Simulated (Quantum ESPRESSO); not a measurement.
## Co: energy over the lowest, no spin polarisation against volume, fitted and tested on a withheld row

System: Co, 2 Co in the cell, space group P6_3/mmc. From the study “Co: orders under volume”.

Method: PBE; plane waves with GBRV 1.5 PBE potentials (Quantum ESPRESSO 7.5). Settings shared by all rows: cutoff 544.23 eV, 18×18×10 k-mesh, fermi-dirac occupations, smearing width 0.05 eV. Only a parallel start was run beside the spinless one, so opposed or spiral orders, which may lie lower, are not probed.

Results; the value marked ? is withheld:

```tsv
volume (factor)	energy over the lowest, no spin polarisation (meV an atom)
0.88	282.5
0.91	259.4
0.94	255.8
0.97	268.3
1	294.3
1.03	?
1.06	377.5
1.09	431.2
1.12	491.1
```

Q: What energy over the lowest, no spin polarisation should the row at volume = 1.03 factor hold? Fit a suitable law to the other rows.

**Law.** Energy against volume follows the Birch–Murnaghan form, which is a polynomial in the Eulerian strain: third order, a cubic in t = (V/1)^(−2/3) − 1. In symbols, E = c0 + c1 t + c2 t² + c3 t³, with energy over the lowest, no spin polarisation in meV an atom.

**Fit.** Least squares on 8 rows gives c0 = 294.291, c1 = -1591.74, c2 = 15793.4 and c3 = 6867.27.

```tsv
volume (factor)	t	computed	fit	computed − fit
0.88	0.088959	282.5	282.51	-0.01
0.91	0.064892	259.4	259.38	0.02
0.94	0.042113	255.8	255.78	0.02
0.97	0.020514	268.3	268.34	-0.04
1	0	294.3	294.29	0.01
1.06	-0.038101	377.5	377.49	0.01
1.09	-0.055833	431.2	431.20	0.00
1.12	-0.072769	491.1	491.11	-0.01
```

The slope vanishes at t = 0.04884, so the minimum lies at V = 1 × (1 + t)^(−3/2) = 0.931. That is the minimum of this magnetic state alone.

Shape and fractional positions are held, so this modulus can lie above that of a cell free to relax.

**Prediction.** At volume = 1.03 factor, t = -0.019513, so the law predicts 331.31 meV an atom. The computed value is 331.3 meV an atom, within one unit of its last digit of the prediction. The row lies between fitted rows, so this is an interpolation. The miss is of the size of the rounding of the printed values.

[Logs and program files are shortened in this print: banners, set-up blocks, solver, clock and traceback lines can be left out without a mark of their own.]

[Logs are printed without paths, hosts, clocks, repeated set-up lines and the standing remarks that a program may print on its own settings, such as how far it seeks lower states.]

[Hosts, paths, dates, database ids (printed as entryN), source tags and the programs' standing remarks are cut or masked in the printed files.]

[Where a cell is said to come from a database of computed structures, the database is the Materials Project.]
